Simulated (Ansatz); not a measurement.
# G0W0 on several functionals: Cs2InAgCl6 (Fm-3m)

How much of the starting functional survives in the G0W0 gap of Cs2InAgCl6 (Fm-3m)?

Main program and level: Ansatz 0.2.0; G0W0 on several functionals, plane waves, PAW.

In doubt: one-shot GW on d or f shells is unsure, so the values of those runs are not to be relied on; masses and optical values from hybrid runs of this build are listed as unsure (steps 3, 4), which bears on the screening that GW takes from such a start.

## 1. Set-up

Symmetry: Fm-3m, No. 225, cubic system. The conventional cell has a = 10.469 Å, b = 10.469 Å, c = 10.469 Å, α = 90.00°, β = 90.00°, γ = 90.00°. Nearest to Cs lie 12 Cl at 3.70 Å. In has 6 Cl at 2.51 Å nearest. Nearest to Ag lie 6 Cl at 2.72 Å. Nearest to Cl lie 1 In at 2.51 Å and 1 Ag at 2.72 Å and 4 Cs at 3.70 Å. Farther neighbours and most contacts between anions are not listed.

The cell and positions come from the Crystallography Open Database and are kept as given unless a step says otherwise. Spin-orbit coupling is left out unless a step names it. The default PAW set here is soft_2. Its files were made with PBE.

## 2. G0W0 on LDA

Now the one-shot GW correction: screening in the RPA, then the self-energy of the levels asked for.

This step: G0W0 on LDA, plane waves, PAW.

input.yaml

```yaml
crystal:
  lattice:
    - [0.0, 5.2345, 5.2345]
    - [5.2345, 0.0, 5.2345]
    - [5.2345, 5.2345, 0.0]
  atoms:
    - { symbol: Cs, position: [0.25, 0.25, 0.25] }
    - { symbol: Cs, position: [0.75, 0.75, 0.75] }
    - { symbol: In, position: [0.0, 0.0, 0.0] }
    - { symbol: Ag, position: [0.5, 0.5, 0.5] }
    - { symbol: Cl, position: [0.76021, 0.23979, 0.23979] }
    - { symbol: Cl, position: [0.23979, 0.76021, 0.23979] }
    - { symbol: Cl, position: [0.23979, 0.76021, 0.76021] }
    - { symbol: Cl, position: [0.76021, 0.23979, 0.76021] }
    - { symbol: Cl, position: [0.23979, 0.23979, 0.76021] }
    - { symbol: Cl, position: [0.76021, 0.76021, 0.23979] }
kpoints:
  mp_grid: { grid: [2, 2, 2] }
hamiltonian:
  xc: lda
scf:
  occupations: { method: fixed }
gw:
  n_empty_bands: 1078
  ecut_chi: 140.0
  qp_bands: [v3, c3]
  qp_kpoints: band_edges
  screening: { model: contour_deformation }
```

The run is started by

```console
> ansatz run input.yaml --threads 3 --pin off --max-ram 92160MiB --backend cuda --events-out ev --progress --plain --runs-dir out --devices 1 --max-vram 13GiB  # rebuilt from the run's record
```

Numbers of over 12 decimals in the logs are rounded to 6 here.

The program printed:

```text
GPUs: using 1 of 1 available (devices: 1).
Engine: ansatz 0.2.0, x86_64-unknown-linux-gnu
Pseudopotentials: kind: paw
Pseudopotential: Cs, paw, valence charge 9, recommended cutoff 420 eV (normal), Cs.paw.azcp
Pseudopotential: In, paw, valence charge 13, recommended cutoff 420 eV (normal), In.paw.azcp
Pseudopotential: Ag, paw, valence charge 19, recommended cutoff 420 eV (normal), Ag.paw.azcp
Pseudopotential: Cl, paw, valence charge 7, recommended cutoff 420 eV (normal), Cl.paw.azcp
Functional definition: SPW92
  exchange = slater_x
  correlation = pw_c
device memory: the entry about to start is reckoned to put 4.2 GiB on a device that reports 37.1 GiB free (of which the cap on the GPU budget leaves the run 13.0 GiB)
GPU FFT provider: cuFFT
GPU libraries: cuBLAS 13.8.2, cuFFT 12.4.0, cuSOLVER 12.3.4
Crystal: 10 atoms, lattice volume = 286.850 Å³
Basis set: ecut = 420 eV, 5601 PW (Γ)
Bands: 56, of which v1, the nominal top of the filled ones, is band 46 counted from 1 (45 counted from 0)
Symmetry: 48 space group operations
Space group: Fm-3m (ITA 225), of the structure as read, at distance tolerance 6.6e-5 Å
k-points: 3 of 8
Non-local potential: Cs, projectors of the file, l = 0: 3, l = 1: 2, l = 2: 2, l = 3: 2
Non-local potential: In, projectors of the file, l = 0: 2, l = 1: 2, l = 2: 2, l = 3: 2
Non-local potential: Ag, projectors of the file, l = 0: 3, l = 1: 2, l = 2: 2, l = 3: 1
Non-local potential: Cl, projectors of the file, l = 0: 2, l = 1: 2, l = 2: 2
PAW form: soft (Blöchl's): semilocal exchange-correlation on the pseudo side does not see the compensation charge
PAW frozen core: Cs, regenerated for the run's functional, and the local potential with it (the file was generated under x = pbe(κ = 0.804, μ = 0.219515), c = pbe(β = 0.066725))
PAW frozen core: In, regenerated for the run's functional, and the local potential with it (the file was generated under x = pbe(κ = 0.804, μ = 0.219515), c = pbe(β = 0.066725))
PAW frozen core: Ag, regenerated for the run's functional, and the local potential with it (the file was generated under x = pbe(κ = 0.804, μ = 0.219515), c = pbe(β = 0.066725))
PAW frozen core: Cl, regenerated for the run's functional, and the local potential with it (the file was generated under x = pbe(κ = 0.804, μ = 0.219515), c = pbe(β = 0.066725))
PAW one-centre angular grid: Cs, 194 points (default); XC on 64 Gauss nodes
PAW one-centre angular grid: In, 590 points (default); XC on 64 Gauss nodes
PAW one-centre angular grid: Ag, 590 points (default); XC on 64 Gauss nodes
PAW one-centre angular grid: Cl, 110 points (default); XC on 64 Gauss nodes
Initial density: superposition of atomic densities (neutral atoms: chi_scale 0, normalization atom), corrected by the library's trained network
Initial wavefunctions: pseudopotential atomic-orbital guess
GPU buffer pool allocated for 125000 grid points (all kernels)
GPU transforms: local potential and band sums: pruned to the plane-wave sphere, on 50×50×50
Functional: x = slater, c = lda
SCF iter   1: F=—  HF=-30203.227773 eV  |F-HF|=—  |Δ(HF+E_count)|=         —  Δρ=6.97e-3  dr2=1.31e-1  ethr=1.77e-3  ⟨swp⟩=5.0  Hψ=565  notcnv=0  defer=17
preconditioner: auto → Resta (q_TF=auto, 2.257 Å⁻¹)  ε∞=3.6  [insulator: Δε(μ)=0.764 eV  Ē_g=12.542 eV  n_scr=58 (ndim 8)  ℏωp=20.1 eV  f_vac=0.035  ε∞_Penn≈3.6]
SCF iter   2: F=—  HF=-30203.191844 eV  |F-HF|=—  |Δ(HF+E_count)|=   3.59e-2  Δρ=3.15e-3  dr2=2.22e-2  ethr=1.42e-4  ⟨swp⟩=2.0  Hψ=296  notcnv=0  defer=22
SCF iter   3: F=—  HF=-30203.185697 eV  |F-HF|=—  |Δ(HF+E_count)|=   6.15e-3  Δρ=1.05e-3  dr2=2.61e-3  ethr=2.41e-5  ⟨swp⟩=2.3  Hψ=292  notcnv=0  defer=24
SCF iter   4: F=—  HF=-30203.185180 eV  |F-HF|=—  |Δ(HF+E_count)|=   5.17e-4  Δρ=2.81e-4  dr2=2.24e-4  ethr=2.83e-6  ⟨swp⟩=2.0  Hψ=299  notcnv=0  defer=24
SCF iter   5: F=—  HF=-30203.185186 eV  |F-HF|=—  |Δ(HF+E_count)|=   6.09e-6  Δρ=6.39e-5  dr2=1.35e-5  ethr=2.43e-7  ⟨swp⟩=2.0  Hψ=214  notcnv=0  defer=15
SCF iter   6: F=—  HF=-30203.185192 eV  |F-HF|=—  |Δ(HF+E_count)|=   5.51e-6  Δρ=1.47e-5  dr2=1.07e-6  ethr=1.47e-8  ⟨swp⟩=3.0  Hψ=311  notcnv=0  defer=11
SCF iter   7: F=—  HF=-30203.185192 eV  |F-HF|=—  |Δ(HF+E_count)|=   2.13e-8  Δρ=5.02e-6  dr2=1.19e-7  ethr=1.16e-9  ⟨swp⟩=2.0  Hψ=279  notcnv=0  defer=11
SCF iter   8: F=-30203.185192 eV  HF=-30203.185192 eV  |F-HF|=8.62e-10  |Δ(HF+E_count)|=   1.03e-8  Δρ=1.23e-6  dr2=5.84e-9  ethr=1.09e-10  ⟨swp⟩=16.7  Hψ=760  notcnv=0
SCF 1 converged in 8 iterations: F = -30203.185192 eV  dr2 = 5.84e-9
  greatest PAW one-centre occupation: 1.002 electrons in one spin orbital (limit 2), on the Ag atom at site 3 (counted from 0), in its partial waves of l = 0
device memory: the entry about to start is reckoned to put 5.3 GiB (of the 5.3 GiB reckoned in all, the device holds 0.1 GiB already) on a device that reports 36.0 GiB free (of which the cap on the GPU budget leaves the run 12.9 GiB)
NSCF: frozen V_eff on 3 k-points
the band table was solved once the SCF had ended and its energy, with any forces and stress, was formed, with the checks that follow a solve (690 applications of the Hamiltonian). They found nothing against the state; the energy, forces and stress were not computed again (output.eigenvalues in the input reference)
device memory: the entry about to start is reckoned to put 9.3 GiB on a device that reports 36.1 GiB free (of which the cap on the GPU budget leaves the run 13.0 GiB)
NSCF: frozen V_eff on 3 k-points
G₀W₀ screening: q 1/3
[... further progress lines ...]
device memory: the entry about to start is reckoned to put 1.3 GiB on a device that reports 47.3 GiB free (of which the cap on the GPU budget leaves the run 13.0 GiB)
NSCF: frozen V_eff on 1 k-points
device memory: the entry about to start is reckoned to put 1.3 GiB on a device that reports 47.3 GiB free (of which the cap on the GPU budget leaves the run 13.0 GiB)
NSCF: frozen V_eff on 1 k-points
SCF converged after 8 iterations
Free energy (F): -30203.185192 eV
Harris-Foulkes:  -30203.185192 eV  (|F-HF|=8.62e-10)
Internal energy: -30203.185192 eV  (E = F + TS)
E sigma→0 (E₀):  -30203.185192 eV
Fermi energy:    3.881655 eV
--- Per-component energies (eV) ---
  E_band       = -694.908528
  E_kinetic    = 2023.401503
  E_local      = -7609.461684  (includes V_loc(G=0)·N_el)
  E_nonlocal   = 710.133141
  E_hartree    = 3128.816065
  E_xc         = -1374.261770
  E_vxc        = -1312.758952  (∫ρ·V_xc dr)
  E_paw        = -21350.761251  (= ΣΔE_a)
  E_vpaw       = -763.855374  (= ΣTr[D̂ρ^β])
  E_aug_tail   = 0.000893  (compensation charges beyond the density's cutoff)
  E_ewald      = -5733.745495
  E_core_change = 2.693407  (= ΣΔE_core)
  E_smearing   = -0.000000  (= −TS)
  E_closure    = -0.000000  (closes the sum)
  Σ components = -30203.185192   (vs F -30203.185192, Δ=0.00e0)
--- Band table (eV) ---
  k-point 0: bands = [... 42 lower, 2.9985, 2.9985, 3.8817, 3.8817, 4.7634, 8.7429, 8.8880, 8.8880, ... 6 higher]
  k-point 1: bands = [... 42 lower, 2.7888, 2.7888, 3.3152, 3.3152, 6.6723, 7.4939, 9.9815, 10.2059, ... 6 higher]
  k-point 2: bands = [... 42 lower, 2.9269, 2.9269, 2.9809, 3.8780, 7.3409, 9.3126, 10.1160, 10.1308, ... 6 higher]
--- G₀W₀: contour deformation, 7 samples at zero and on the imaginary axis and 2 off it, 8 q-points, 1078 empty bands' worth ---
  eigenvalues of the whole cell's RPA ε∞ on this k-mesh (on a slab, of 1 + 4πα/V) = 4.2898, 4.2898, 4.2898; static W/v taken at q = 0 is 0.233113
  bands read: the sum over 1124 bands ends inside a degenerate multiplet in 1 slot, whose members it reads at an even weight; the widest, k=1: bands 1124 to 1125 (counted from 1) at 1/2 each
  gw.qp_kpoints: band_edges: 3 of 3 stored k-points solved, in 1 pass; an edge of the gap read off the rows below is read off those points alone
  `?` marks the rows in doubt; gw_qp.tsv's column doubts and the gw_qp event give each row's grounds
    ik  band        ε_KS         Σx   Σc(E_QP)       V_xc       Z   E_QP_lin       E_QP  E_QP is
     0    44      2.9985   -21.2619     3.0859   -16.9818  0.7457     1.7621     1.8042  root
     0    45      3.8817   -28.4710     3.4722   -24.1628  0.7440     3.0238     3.0457  root
     0    46      3.8817   -28.4710     3.4722   -24.1628  0.7440     3.0238     3.0457  root
     0    47      4.7634   -10.0366    -3.9329   -14.8159  0.7918     5.6265     5.6098  root
     0    48      8.7429    -4.7188    -3.8673    -9.4271  0.8190     9.6024     9.5839  root
     0    49      8.8880    -6.1850    -4.0888   -11.1289  0.8041     9.7653     9.7430  root
     1    44      2.7888   -21.1377     3.0052   -16.9855  0.7452     1.6025     1.6419  root
     1    45      3.3152   -27.8048     3.7421   -23.1501  0.7365     2.3763     2.4026  root
     1    46      3.3152   -27.8048     3.7421   -23.1501  0.7365     2.3763     2.4026  root
     1    47      6.6723   -11.4236    -4.0075   -16.3316  0.7787     7.5932     7.5728  root
     1    48      7.4939    -8.8548    -4.4571   -14.1872  0.7814     8.3926     8.3693  root
     1    49      9.9815    -4.9846    -3.9854    -9.8644  0.8137    10.8961    10.8760  root
     2    44      2.9269   -26.2388     3.8803   -21.2499  0.7360     1.7790     1.8184  root
     2    45      2.9809   -21.2024     3.0777   -16.9320  0.7457     1.7461     1.7883  root
     2    46      3.8780   -28.4642     3.4613   -24.1714  0.7442     3.0250     3.0464  root
     2    47      7.3409   -13.6975    -3.7758   -18.3301  0.7622     8.1871     8.1977  root
     2    48      9.3126   -10.9479    -4.9578   -16.8495  0.7647    10.3013    10.2565  root
     2    49     10.1160    -5.5394    -3.9224   -10.3511  0.8105    11.0260    11.0053  root ?
```

Wall time 15 s (1 × NVIDIA H100 80GB HBM3 (shared by 6 runs) with 3 threads of AMD EPYC 7R13 (Zen 3), shared host); peak memory 2.2 GiB.

In the SCF lines HF is the Harris–Foulkes energy and dr2 the Hartree energy of the density residual, in eV; the loop may stop once dr2 is under the threshold and the program's other checks hold. Hψ counts applications of the Hamiltonian.

Numbers from this step:

```yaml
bands_summed: 1124
rpa_eps_infinity_on_this_mesh_eigenvalues: 4.290, 4.290, 4.290
plane_waves_in_the_screening_matrix: 1067
q_points_in_the_mesh: 8
g0w0_gap_on_the_mesh: 2.563 eV
k_of_the_valence_top: 0, -0.5, -0.5
k_of_the_conduction_bottom: 0, 0, 0
starting_gap_on_the_mesh: 0.8817 eV
z_at_the_valence_top: 0.7442
z_at_the_conduction_bottom: 0.7918
least_direct_g0w0_gap_on_the_computed_points: 2.564 eV
```

The gap on the mesh goes from 0.88 eV to 2.56 eV, a correction of +1.68 eV. Between the two edge states, bare exchange in place of the xc potential would open the gap by 9.07 eV, and correlation takes back 7.39 eV.

## 3. G0W0 on HSE06

One-shot GW remembers its start. Another functional's orbitals and levels show by how much.

This step: G0W0 on HSE06, plane waves, PAW.

Changes to input.yaml since step 2:

```diff
@@ -19,3 +19,3 @@
 hamiltonian:
-  xc: lda
+  xc: hse06
 scf:
```

The program printed:

```text
GPUs: using 1 of 1 available (devices: 1).
[...]
davidson cushion auto → on  (no smearing: the cushion is to keep the highest requested band from converging to the state above it; pin scf.eigensolver.cushion to override)
[...]
GPU FFT provider: cuFFT
GPU libraries: cuBLAS 13.8.2, cuFFT 12.4.0, cuSOLVER 12.3.4
Crystal: 10 atoms, lattice volume = 286.850 Å³
Basis set: ecut = 420 eV, 5601 PW (Γ)
Bands: 56, of which v1, the nominal top of the filled ones, is band 46 counted from 1 (45 counted from 0)
Symmetry: 48 space group operations
[...]
k-points: 3 of 8
[...]
GPU buffer pool allocated for 125000 grid points (all kernels)
[...]
SCF iter   1: F=—  HF=-31020.637858 eV  |F-HF|=—  |Δ(HF+E_count)|=         —  Δρ=7.59e-4  dr2=1.09e-3  ethr=1.77e-3  ⟨swp⟩=14.3  Hψ=839  notcnv=0
[...]
SCF iter   2: F=-31020.640779 eV  HF=-31020.640797 eV  |F-HF|=1.83e-5  |Δ(HF+E_count)|=   2.94e-3  Δρ=2.29e-4  dr2=9.16e-5  ethr=9.91e-8  ⟨swp⟩=4.7  Hψ=1217  notcnv=0  defer=7
SCF 1 stopped early in 2 iterations: F = -31020.640779 eV  dr2 = 9.16e-5
[...]
GPU FFT provider: cuFFT
GPU libraries: cuBLAS 13.8.2, cuFFT 12.4.0, cuSOLVER 12.3.4
[...]
GPU buffer pool allocated for 125000 grid points (all kernels)
[...]
Free energy (F): -31042.514352 eV
Frozen-core exchange: fock
[...]
Internal energy: -31042.514352 eV  (E = F + TS)
E sigma→0 (E₀):  -31042.514352 eV
Fermi energy:    3.229069 eV
[...]
--- Band table (eV) ---
  k-point 0: bands = [... 42 lower, 2.2528, 2.2528, 3.2291, 3.2291, 5.8074, 9.8007, 9.8838, 9.8838]
  k-point 1: bands = [... 42 lower, 2.0752, 2.0752, 2.5986, 2.5986, 7.6444, 8.6623, 11.0173, 11.1512]
  k-point 2: bands = [... 42 lower, 2.1231, 2.1231, 2.2377, 3.2274, 8.2666, 10.5888, 11.1231, 11.2230]
  guard bands above this table: 6 of the run's 56 bands. The solve was not asked for them (output.publish_guard_bands: true or output.eigenvalues: true publishes all)
[...]
0    44      2.2528   -21.3197     2.5583   -17.8902  0.7978     1.3723     1.3816  root
     0    45      3.2291   -27.8991     2.8954   -24.5024  0.7995     2.7249     2.7278  root
     0    46      3.2291   -27.8991     2.8954   -24.5024  0.7995     2.7249     2.7278  root
     0    47      5.8074    -9.5044    -3.6898   -13.6473  0.8383     6.2620     6.2605  root
     0    48      9.8007    -4.5026    -3.4318    -8.2491  0.8602    10.1161    10.1153  root
     0    49      9.8838    -5.8658    -3.6426    -9.9421  0.8473    10.3191    10.3174  root
     1    44      2.0752   -21.2763     2.4878   -17.9483  0.7980     1.2263     1.2349  root
     1    45      2.5986   -27.2789     3.0962   -23.6213  0.7944     2.0333     2.0373  root
[...]
2    46      3.2274   -27.8923     2.8889   -24.5047  0.7997     2.7258     2.7286  root
     2    47      8.2666   -12.4483    -3.6627   -16.7036  0.8211     8.8623     8.8592  root
     2    48     10.5888   -10.0379    -4.4474   -14.9725  0.8024    11.0799    11.0760  root
     2    49     11.1231    -5.1425    -3.4691    -9.0323  0.8544    11.5454    11.5438  root
```

It took 86 s on 1 × NVIDIA H100 80GB HBM3 (shared by 6 runs) with 3 threads; peak memory 2.4 GiB; 1.9 min of CPU time.

Numbers from this step:

```yaml
bands_summed: 1124
rpa_eps_infinity_on_this_mesh_eigenvalues: 2.975, 2.975, 2.975
plane_waves_in_the_screening_matrix: 1067
q_points_in_the_mesh: 8
g0w0_gap_on_the_mesh: 3.532 eV
k_of_the_valence_top: 0, -0.5, -0.5
k_of_the_conduction_bottom: 0, 0, 0
starting_gap_on_the_mesh: 2.578 eV
z_at_the_valence_top: 0.7997
z_at_the_conduction_bottom: 0.8383
least_direct_g0w0_gap_on_the_computed_points: 3.533 eV
```

Against the run with 2×2×2 mesh, 1078 empty bands, screening to 140 eV on LDA, the gap moves by +0.97 eV, while the start moved by +1.70 eV.

## 4. G0W0 on PBE0

This step: G0W0 on PBE0, plane waves, PAW.

Changes to input.yaml since step 3:

```diff
@@ -19,3 +19,3 @@
 hamiltonian:
-  xc: hse06
+  xc: pbe0
 scf:
```

The program printed:

```text
GPUs: using 1 of 1 available (devices: 1).
[...]
GPU FFT provider: cuFFT
GPU libraries: cuBLAS 13.8.2, cuFFT 12.4.0, cuSOLVER 12.3.4
Crystal: 10 atoms, lattice volume = 286.850 Å³
Basis set: ecut = 420 eV, 5601 PW (Γ)
Bands: 56, of which v1, the nominal top of the filled ones, is band 46 counted from 1 (45 counted from 0)
Symmetry: 48 space group operations
[...]
k-points: 3 of 8
[...]
1    44      1.6760   -21.2844     2.3423   -18.3572  0.8112     1.0877     1.0910  root
     1    45      2.2052   -27.2673     2.9507   -23.9942  0.8080     1.8817     1.8827  root
[...]
2    46      2.8440   -27.8664     2.7554   -24.8526  0.8127     2.5851     2.5857  root
     2    47      8.6232   -12.3769    -3.5741   -16.2873  0.8341     8.9604     8.9595  root
     2    48     10.9659   -10.0191    -4.3013   -14.5732  0.8191    11.2196    11.2188  root
     2    49     11.4764    -5.1380    -3.3596    -8.6712  0.8642    11.6502    11.6499  root
[key lines of the parts left out:]
Free energy (F): -31040.514605 eV
Fermi energy:    2.844018 eV
```

The job ended after 99 s (1 × NVIDIA H100 80GB HBM3 (shared by 6 runs) with 3 threads; peak memory 2.3 GiB; 2.2 min of CPU time).

Numbers from this step:

- bands summed: 1124
- RPA ε∞ on this mesh (eigenvalues): 2.812, 2.812, 2.812
- plane waves in the screening matrix: 1067
- G0W0 gap on the mesh: 3.763 eV
- k of the valence top: 0, -0.5, -0.5
- k of the conduction bottom: 0, 0, 0
- starting gap on the mesh: 3.297 eV
- least direct G0W0 gap on the computed points: 3.764 eV

Against the run with 2×2×2 mesh, 1078 empty bands, screening to 140 eV on HSE06, the gap moves by +0.23 eV, while the start moved by +0.72 eV.

## 5. Side by side

All on the 2×2×2 mesh with 1078 empty bands and screening to 140 eV. Times are wall times on 1 × NVIDIA H100 80GB HBM3 (shared by 6 runs) with 3 threads of AMD EPYC 7R13 (Zen 3), shared host, good to a factor of about two.

| start | starting gap (eV) | shift (eV) | G0W0 gap (eV) | RPA ε∞ (harmonic mean) | Z (valence, conduction) | time |
| --- | --- | --- | --- | --- | --- | --- |
| LDA | 0.88 | +1.68 | 2.56 | 4.29 | 0.74, 0.79 | 15 s |
| HSE06 | 2.58 | +0.95 | 3.53 | 2.97 | 0.80, 0.84 | 86 s |
| PBE0 | 3.30 | +0.47 | 3.76 | 2.81 | 0.81, 0.85 | 99 s |

The parts of the quasiparticle energy at the two band edges (eV; QP = start + Σx + Σc − Vxc):

| run | edge | start | Σx | Σc | Vxc | Z | QP |
| --- | --- | --- | --- | --- | --- | --- | --- |
| LDA | valence top | 3.88 | -28.46 | 3.46 | -24.17 | 0.74 | 3.05 |
| LDA | conduction bottom | 4.76 | -10.04 | -3.93 | -14.82 | 0.79 | 5.61 |
| HSE06 | valence top | 3.23 | -27.89 | 2.89 | -24.50 | 0.80 | 2.73 |
| HSE06 | conduction bottom | 5.81 | -9.50 | -3.69 | -13.65 | 0.84 | 6.26 |
| PBE0 | valence top | 2.84 | -27.87 | 2.76 | -24.85 | 0.81 | 2.59 |
| PBE0 | conduction bottom | 6.14 | -9.49 | -3.61 | -13.30 | 0.85 | 6.35 |

For a hybrid start, Vxc holds its share of exact exchange.

## 6. Summary of results

```json
{
 "G0W0@LDA": "2.56 eV (start 0.88 eV)",
 "G0W0@HSE06": "3.53 eV (start 2.58 eV)",
 "G0W0@PBE0": "3.76 eV (start 3.30 eV)",
 "known limits": "not at the basis limit; d shell near the gap, gap tends to lie low; no spin-orbit coupling; coarse k mesh"
}
```

The starting gaps span 2.41 eV and the G0W0 gaps 1.20 eV. Between LDA and PBE0, 1.20 eV of the 2.41 eV survives, 50 %. PBE0 screens less than LDA (ε∞ 2.81 against 4.29). Of the 1.20 eV by which its G0W0 gap is higher, the correlation part gives +1.03 eV, and exchange with the one-particle terms, which follow the orbitals, +0.17 eV. The smallest correction, +0.47 eV, is on PBE0, the start nearest to reproducing itself. Bands and cutoff are finite, so the gap is not at the basis limit. The miss can reach some tenths of an eV and take either sign; the mesh is an error of its own. The 2×2×2 mesh is coarse for this cell (its supercell is 15 Å along the shortest edge). The RPA ε∞ on it, from the LDA start, is 4.29; such meshes misread the long-range screening, most where the gap is narrow. The program warns that the mesh is coarse for exact exchange, which bears on the hybrid start's gap. A d shell, filled or nearly so, lies near the gap. One-shot GW converges very slowly in bands there, not always from below, and on a semilocal start the gap tends to come out low; starts rich in exact exchange can overshoot instead. The many-body steps are scalar-relativistic: spin-orbit coupling is not in them.

[Paths, hosts, dates, memory and timing lines, banners, echoed tables and standing remarks are left out of the program output.]

[Logs are printed without paths, hosts, clocks, repeated set-up lines and the standing remarks that a program may print on its own settings, such as how far it seeks lower states.]

[Runs of the session that timed out or met a known fault of the program may be left out.]

[Cells called generated may have been cut or substituted from an entry of the Crystallography Open Database or the Materials Project.]

[Hosts, paths, dates, database ids (printed as entryN), source tags and the programs' standing remarks are cut or masked in the printed files.]
